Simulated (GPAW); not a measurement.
**VSi2P4 monolayer: work function by functional and basis**

Aim: the work function of both faces of VSi2P4 monolayer, and its spread over functionals and bases.

Main program and level: GPAW 26.7.0; GPAW, PAW setups; layer in a repeated cell with vacuum, relaxation of atoms and in-plane cell, in the first sound run; inputs show where later runs differ.

Report form: the programs' logs are mostly left out.

## (1) The structure

The cell holds 7 atoms: 4 P, 2 Si and 1 V. Cell: a = 3.480 Å, b = 3.480 Å, c = 22.232 Å, α = 90.0°, β = 90.0°, γ = 120.0°. Vacuum lies along c.

## (2) Relaxation

The atoms are relaxed first, since the surface dipole, and with it the work function, follows the positions of the outer layers.

Contents of run.py:

```python
import json
import numpy as np
from ase import Atoms
from ase.filters import FrechetCellFilter
from ase.optimize import BFGS
from gpaw import GPAW, PW

slab = Atoms(
    ['P', 'Si', 'P', 'V', 'P', 'Si', 'P'],
    positions=[
        [0.00000, 0.00000, 7.00000],
        [-0.00000, 2.00918, 7.64444],
        [-0.00000, 2.00918, 9.75444],
        [0.00000, 0.00000, 11.11588],
        [-0.00000, 2.00918, 12.47733],
        [-0.00000, 2.00918, 14.58733],
        [0.00000, 0.00000, 15.23176]],
    cell=[[3.48, 0.0, 0.0], [-1.74, 3.01377, 0.0], [0.0, 0.0, 22.2318]],
    pbc=[True, True, True],
    magmoms=[0.0, 0.0, 0.0, 1.0, 0.0, 0.0, 0.0])

slab.calc = GPAW(mode=PW(600), xc='PBE', kpts={'size': (9, 9, 1), 'gamma': True},
                 occupations={'name': 'fermi-dirac', 'width': 0.05}, nbands='200%',
                 convergence={'density': 1e-05}, maxiter=200,
                 symmetry={'tolerance': 1e-3}, txt='slab.txt')
result = {}
# The in-plane cell is free; stress needs a cell that repeats along all three vectors
path = []
opt = BFGS(FrechetCellFilter(slab, mask=[1, 1, 0, 0, 0, 1]), maxstep=0.2)
opt.attach(lambda: path.append((slab.get_potential_energy(), slab.positions.tolist(), slab.get_forces().tolist())))
result['relaxed'] = bool(opt.run(fmax=0.02, steps=45))
result['path'] = path
result['cell'] = slab.cell.tolist()
print('in-plane lattice', slab.cell.cellpar().round(4)[[0, 1, 5]])
energy = slab.get_potential_energy()
fermi = slab.calc.get_fermi_level()
v = slab.calc.get_electrostatic_potential().mean((0, 1)) - fermi
n = slab.calc.get_pseudo_density().mean((0, 1))
L = slab.cell[2, 2]
z = np.arange(len(v)) * L / len(v)
low, high = slab.positions[:, 2].min(), slab.positions[:, 2].max()
below, above = np.interp([low - 4.8, high + 4.8], z, v)
slopes = [np.interp(x, z, np.gradient(v, z)) for x in (low - 4.8, high + 4.8)]
eps = np.array([[slab.calc.get_eigenvalues(k, s) for k in range(len(slab.calc.get_ibz_k_points()))]
                for s in range(slab.calc.get_number_of_spins())]) - fermi
top, bottom = eps[eps < 0].max(), eps[eps > 0].min()
dipole = slab.get_dipole_moment()[2]
print(f'energy {energy:.4f} eV, Fermi level {fermi:.4f} eV, dipole {dipole:.5f} e A')
print(f'potential 4.8 A off the faces, from the Fermi level: lower {below:.4f} eV, upper {above:.4f} eV')
print(f'slope of the potential there: lower {slopes[0]:.5f}, upper {slopes[1]:.5f} eV/A')
print(f'nearest levels on the mesh: {top:.4f} and {bottom:.4f} eV')
print('magnetic moment', round(slab.get_magnetic_moment(), 3))
result.update(energy=energy, fermi=fermi, dipole=dipole, below=below, above=above, slopes=slopes, edges=[top, bottom],
              z=z.tolist(), v=v.tolist(), n=n.tolist(), positions=slab.positions.tolist(),
              forces=slab.get_forces(apply_constraint=False).tolist(), moments=slab.get_magnetic_moments().tolist())
json.dump(result, open('result.json', 'w'))
```

Started as:

```
OMP_NUM_THREADS=1 OPENBLAS_NUM_THREADS=1 python run.py
```

Elapsed: 33 min, on 1 thread of Arm Neoverse V2, shared host; peak memory 0.64 GiB.

Numbers from this step:

```yaml
dipole_along_the_normal: -6.08e-4 e·Å
levels_nearest_the_fermi_level_on_the_mesh: -0.02948, 0.002349 eV from the Fermi level
site_moments: 0.001219, 0.008492, -0.03339, 0.7789, -0.03339, 0.008492, 0.001219 μB
sum_of_the_site_moments: 0.7315 μB
```

The electrostatic potential energy of an electron (without an applied field's), less the Fermi level, planar mean by z:

```csv
z (Å),"electrostatic potential energy of an electron (without an applied field's), less the Fermi level, planar mean (eV)"
0.0,5.43
0.5,5.43
1.0,5.43
1.5,5.43
2.0,5.43
2.5,5.43
3.0,5.42
3.5,5.42
4.0,5.39
4.5,5.27
5.0,4.76
5.5,2.61
6.0,-4.96
6.5,-14.4
7.0,-10.8
7.5,-12.4
8.0,-4.29
8.5,1.43
9.0,0.220
9.5,-9.07
10.0,-10.1
10.5,-5.58
11.0,-11.4
11.5,-8.02
12.0,-6.45
12.5,-12.4
13.0,-3.21
13.5,1.80
14.0,-0.782
14.5,-9.47
15.0,-11.8
15.5,-12.7
16.0,-10.8
16.5,0.139
17.0,4.13
17.5,5.13
18.0,5.36
18.5,5.41
19.0,5.42
19.5,5.43
20.0,5.43
20.5,5.43
21.0,5.43
21.5,5.43
22.0,5.43
```

Pseudo valence density, planar mean against z:

z (Å), pseudo valence density, planar mean (e/Å³) and a bar:
```
        3       0.00 
        4       0.00 
        5       0.03 #
        6       0.26 ######
        7       0.41 #########
        8       0.18 ####
        9       0.20 #####
       10       0.34 ########
       11       1.31 ##############################
       12       0.38 #########
       13       0.24 ######
       14       0.16 ####
       15       0.35 ########
       16       0.29 #######
       17       0.06 #
       18       0.00 
       19       0.00 
       20       0.00
```

Site moment by atom:

```csv
atom,site moment (μB)
P1,0.001
Si2,0.008
P3,-0.033
V4,0.779
P5,-0.033
Si6,0.008
P7,0.001
```

The relaxation lowered the energy of the cell by 1.96 eV (energies extrapolated to zero smearing; the optimiser's log prints free energies). The largest force left on a free atom is 0.0099 eV/Å.

## (3) The slab's potential

With the geometry fixed, the planar mean of the potential gives the vacuum level on each side.

This step: GPAW, PAW setups; slab in vacuum (GPAW 26.7.0).

The cell differs from the one that the last finished run ended in (c 22.232 → 23.328 Å).

Edit run.py of step 2 so:

```diff
@@ -3,4 +3,2 @@
 from ase import Atoms
-from ase.filters import FrechetCellFilter
-from ase.optimize import BFGS
 from gpaw import GPAW, PW
@@ -11,25 +9,18 @@
         [0.00000, 0.00000, 7.00000],
-        [-0.00000, 2.00918, 7.64444],
-        [-0.00000, 2.00918, 9.75444],
-        [0.00000, 0.00000, 11.11588],
-        [-0.00000, 2.00918, 12.47733],
-        [-0.00000, 2.00918, 14.58733],
-        [0.00000, 0.00000, 15.23176]],
-    cell=[[3.48, 0.0, 0.0], [-1.74, 3.01377, 0.0], [0.0, 0.0, 22.2318]],
-    pbc=[True, True, True],
+        [-0.00000, 2.01121, 8.03097],
+        [-0.00000, 2.01121, 10.29963],
+        [-0.00000, -0.00000, 11.66375],
+        [-0.00000, 2.01121, 13.02788],
+        [-0.00000, 2.01121, 15.29655],
+        [0.00000, -0.00000, 16.32750]],
+    cell=[[3.48352, 0.0, 0.0], [-1.74176, 3.01682, 0.0], [0.0, 0.0, 23.3275]],
+    pbc=[True, True, False],
     magmoms=[0.0, 0.0, 0.0, 1.0, 0.0, 0.0, 0.0])
 
-slab.calc = GPAW(mode=PW(600), xc='PBE', kpts={'size': (9, 9, 1), 'gamma': True},
+slab.calc = GPAW(mode=PW(400), xc='PBE', kpts={'size': (9, 9, 1), 'gamma': True},
                  occupations={'name': 'fermi-dirac', 'width': 0.05}, nbands='200%',
                  convergence={'density': 1e-05}, maxiter=200,
+                 poissonsolver={'dipolelayer': 'xy'},
                  symmetry={'tolerance': 1e-3}, txt='slab.txt')
 result = {}
-# The in-plane cell is free; stress needs a cell that repeats along all three vectors
-path = []
-opt = BFGS(FrechetCellFilter(slab, mask=[1, 1, 0, 0, 0, 1]), maxstep=0.2)
-opt.attach(lambda: path.append((slab.get_potential_energy(), slab.positions.tolist(), slab.get_forces().tolist())))
-result['relaxed'] = bool(opt.run(fmax=0.02, steps=45))
-result['path'] = path
-result['cell'] = slab.cell.tolist()
-print('in-plane lattice', slab.cell.cellpar().round(4)[[0, 1, 5]])
 energy = slab.get_potential_energy()
```

Elapsed: 2.4 min, on 1 thread; peak memory 0.31 GiB.

This step gave:

```
dipole along the normal                    : 1.34e-4 e·Å
levels nearest the Fermi level on the mesh : -0.02895, 0.002822 eV from the Fermi level
upper work function                        : 5.426 eV
lower work function                        : 5.428 eV
site moments                               : 0.001226, 0.008484, -0.03334, 0.7773, -0.03334, 0.008484, 0.001226 μB
sum of the site moments                    : 0.7301 μB
```

Table of electrostatic potential energy of an electron (without an applied field's), less the Fermi level, planar mean by z:

```csv
z (Å),"electrostatic potential energy of an electron (without an applied field's), less the Fermi level, planar mean (eV)"
0.0,5.43
0.5,5.43
1.0,5.43
1.5,5.43
2.0,5.43
2.5,5.43
3.0,5.43
3.5,5.43
4.0,5.42
4.5,5.40
5.0,5.29
5.5,4.85
6.0,2.96
6.5,-3.88
7.0,-14.3
7.5,-11.0
8.0,-12.6
8.5,-5.19
9.0,1.17
9.5,0.671
10.0,-7.99
10.5,-10.8
11.0,-5.46
11.5,-11.0
12.0,-8.71
12.5,-6.03
13.0,-12.4
13.5,-4.13
14.0,1.64
14.5,-0.251
15.0,-8.58
15.5,-12.1
16.0,-12.2
16.5,-11.9
17.0,-0.627
17.5,3.94
18.0,5.08
18.5,5.35
19.0,5.41
19.5,5.42
20.0,5.43
20.5,5.43
21.0,5.43
21.5,5.43
22.0,5.43
22.5,5.43
23.0,5.43
```

Pseudo valence density, planar mean against z:

```csv
z (Å),"pseudo valence density, planar mean (e/Å³)"
0.00,0
0.65,0
1.30,0
1.94,0
2.59,4.9e-6
3.02,1.9e-5
3.67,1.3e-4
4.32,8.6e-4
4.97,0.00573
5.62,0.0375
6.26,0.182
6.91,0.291
7.56,0.417
8.21,0.212
8.64,0.172
9.29,0.160
9.94,0.264
10.58,0.352
11.23,0.651
11.88,1.14
12.53,0.383
13.18,0.268
13.82,0.191
14.47,0.154
14.90,0.192
15.55,0.351
16.20,0.345
16.85,0.249
17.50,0.0676
18.14,0.0108
18.79,0.00161
19.44,2.4e-4
20.09,3.7e-5
20.52,1.1e-5
21.17,0
21.82,0
22.46,0
23.11,0
```

The potential is flat to 4.9e-5 eV/Å where it is read, so the vacuum is wide enough.

## (4) Self-consistent run: xc = "RPBE"

The same geometry under RPBE, to see how far the functional moves the levels against the vacuum.

Edit run.py of step 3 so:

```diff
@@ -19,3 +19,3 @@
 
-slab.calc = GPAW(mode=PW(400), xc='PBE', kpts={'size': (9, 9, 1), 'gamma': True},
+slab.calc = GPAW(mode=PW(400), xc='RPBE', kpts={'size': (9, 9, 1), 'gamma': True},
                  occupations={'name': 'fermi-dirac', 'width': 0.05}, nbands='200%',
```

The job ended after 2.4 min (1 thread; peak memory 0.31 GiB).

This step gave:

```yaml
levels_nearest_the_fermi_level_on_the_mesh: -0.03753, 0.009481 eV from the Fermi level
upper_work_function: 5.337 eV
lower_work_function: 5.339 eV
site_moments: 0.001143, 0.009216, -0.03942, 0.8278, -0.03942, 0.009216, 0.001143 μB
sum_of_the_site_moments: 0.7697 μB
```

The electrostatic potential energy of an electron (without an applied field's), less the Fermi level, planar mean oscillates, so the rows of the table below give means over windows of 1 Å about each position, cut where the curve ends. Its maxima inside the range that stand out by 2 % of the span (Å: eV): 7.6: -10.9, 9.2: 1.73, 11.0: -5.57, 12.3: -5.57, 14.1: 1.73, 15.8: -10.9. Its minima: 7.0: -14.5, 8.0: -12.7, 10.4: -12.5, 11.7: -12.1, 13.0: -12.5, 15.3: -12.7, 16.3: -14.5.

Table of electrostatic potential energy of an electron (without an applied field's), less the Fermi level, planar mean by z; means over each step:

```csv
z (Å),"electrostatic potential energy of an electron (without an applied field's), less the Fermi level, planar mean (eV)"
0,5.34
1,5.34
2,5.34
3,5.34
4,5.33
5,5.15
6,2.05
7,-11.4
8,-10.7
9,-0.0973
10,-7.20
11,-7.72
12,-8.79
13,-9.44
14,0.264
15,-7.86
16,-12.5
17,-1.99
18,4.85
19,5.31
20,5.34
21,5.34
22,5.34
23,5.34
```

Pseudo valence density, planar mean against z:

```csv
z (Å),"pseudo valence density, planar mean (e/Å³)"
3,2.0e-5
4,3.7e-4
5,0.00641
6,0.106
7,0.313
8,0.261
9,0.151
10,0.265
11,0.423
12,0.869
13,0.288
14,0.166
15,0.201
16,0.408
17,0.202
18,0.0169
19,9.2e-4
20,5.3e-5
```

Force by atom:

```csv
atom,x (eV/Å),y (eV/Å),z (eV/Å),size
P1,0.000,0.000,-0.110,0.110
Si2,0.000,0.000,-0.005,0.005
P3,0.000,0.000,-0.104,0.104
V4,0.000,0.000,0.000,0.000
P5,0.000,0.000,0.104,0.104
Si6,0.000,0.000,0.005,0.005
P7,0.000,0.000,0.110,0.110
```

The upper face's work function is 5.337 eV, against 5.426 eV in the first plane-wave PBE run at this geometry.

## (5) Self-consistent run: xc = "revPBE"

The same geometry under revPBE, to see how far the functional moves the levels against the vacuum.

Edit run.py of step 4 so:

```diff
@@ -19,3 +19,3 @@
 
-slab.calc = GPAW(mode=PW(400), xc='RPBE', kpts={'size': (9, 9, 1), 'gamma': True},
+slab.calc = GPAW(mode=PW(400), xc='revPBE', kpts={'size': (9, 9, 1), 'gamma': True},
                  occupations={'name': 'fermi-dirac', 'width': 0.05}, nbands='200%',
```

Elapsed: 2.4 min, on 1 thread; peak memory 0.31 GiB.

Numbers from this step:

| Property | Result |
| --- | --- |
| levels nearest the Fermi level on the mesh | -0.001103, 0.01895 eV from the Fermi level |
| upper work function | 5.336 eV |
| site moments | 0.001160, 0.009038, -0.03787, 0.8153, -0.03787, 0.009038, 0.001160 μB |
| sum of the site moments | 0.7599 μB |

The upper face's work function is 5.336 eV, against 5.426 eV in the first plane-wave PBE run at this geometry.

## (6) Self-consistent run: xc = "vdW-DF2"

The same geometry under vdW-DF2, to see how far the functional moves the levels against the vacuum (the van der Waals functionals take revPBE setups).

Edit run.py of step 5 so:

```diff
@@ -19,3 +19,3 @@
 
-slab.calc = GPAW(mode=PW(400), xc='revPBE', kpts={'size': (9, 9, 1), 'gamma': True},
+slab.calc = GPAW(mode=PW(400), xc='vdW-DF2', kpts={'size': (9, 9, 1), 'gamma': True},
                  occupations={'name': 'fermi-dirac', 'width': 0.05}, nbands='200%',
```

The job ended after 2.6 min (1 thread; peak memory 0.5 GiB).

This step gave:

```yaml
levels_nearest_the_fermi_level_on_the_mesh: -0.01937, 0.03084 eV from the Fermi level
upper_work_function: 5.719 eV
lower_work_function: 5.721 eV
site_moments: 0.002196, 0.009410, -0.03228, 0.8182, -0.03228, 0.009410, 0.002196 μB
sum_of_the_site_moments: 0.7768 μB
```

The upper face's work function is 5.719 eV, against 5.426 eV in the first plane-wave PBE run at this geometry.

## (7) OptPBE vdW: xc = "optPBE-vdW"

The same geometry under optPBE-vdW, to see how far the functional moves the levels against the vacuum (the van der Waals functionals take revPBE setups).

Edit run.py of step 6 so:

```diff
@@ -19,3 +19,3 @@
 
-slab.calc = GPAW(mode=PW(400), xc='vdW-DF2', kpts={'size': (9, 9, 1), 'gamma': True},
+slab.calc = GPAW(mode=PW(400), xc='optPBE-vdW', kpts={'size': (9, 9, 1), 'gamma': True},
                  occupations={'name': 'fermi-dirac', 'width': 0.05}, nbands='200%',
```

Wall time 2.6 min (1 thread); peak memory 0.49 GiB.

This step gave:

```yaml
levels_nearest_the_fermi_level_on_the_mesh: -0.002541, 0.01735 eV from the Fermi level
upper_work_function: 5.615 eV
lower_work_function: 5.618 eV
site_moments: 0.001153, 0.008322, -0.03342, 0.7907, -0.03342, 0.008322, 0.001153 μB
sum_of_the_site_moments: 0.7428 μB
```

Table of electrostatic potential energy of an electron (without an applied field's), less the Fermi level, planar mean by z:

z (Å), electrostatic potential energy of an electron (without an applied field's), less the Fermi level, planar mean (eV) and a bar from the least value:
```
      0.0        5.6 ##############################
      0.5        5.6 ##############################
      1.0        5.6 ##############################
      1.5        5.6 ##############################
      2.0        5.6 ##############################
      2.5        5.6 ##############################
      3.0        5.6 ##############################
      3.5        5.6 ##############################
      4.0        5.6 ##############################
      4.5        5.6 ##############################
      5.0        5.5 ##############################
      5.5        5.0 #############################
      6.0        3.0 ##########################
      6.5       -3.9 ################
      7.0      -14.3 
      7.5      -10.9 #####
      8.0      -12.6 ###
      8.5       -5.3 ##############
      9.0        1.1 #######################
      9.5        0.6 ######################
     10.0       -8.0 #########
     10.5      -10.8 #####
     11.0       -5.5 #############
     11.5      -11.0 #####
     12.0       -8.7 ########
     12.5       -6.0 ############
     13.0      -12.4 ###
     13.5       -4.2 ###############
     14.0        1.6 ########################
     14.5       -0.3 #####################
     15.0       -8.6 #########
     15.5      -12.1 ###
     16.0      -12.2 ###
     16.5      -11.9 ####
     17.0       -0.6 #####################
     17.5        4.0 ############################
     18.0        5.2 #############################
     18.5        5.5 ##############################
     19.0        5.6 ##############################
     19.5        5.6 ##############################
     20.0        5.6 ##############################
     20.5        5.6 ##############################
     21.0        5.6 ##############################
     21.5        5.6 ##############################
     22.0        5.6 ##############################
     22.5        5.6 ##############################
     23.0        5.6 ##############################
```

The upper face's work function is 5.615 eV, against 5.426 eV in the first plane-wave PBE run at this geometry.

[end of part 1 of 2]

[Logs are printed without paths, hosts, clocks, repeated set-up lines and the standing remarks that a program may print on its own settings, such as how far it seeks lower states.]

[Hosts, paths, dates, database ids (printed as entryN), source tags and the programs' standing remarks are cut or masked in the printed files.]
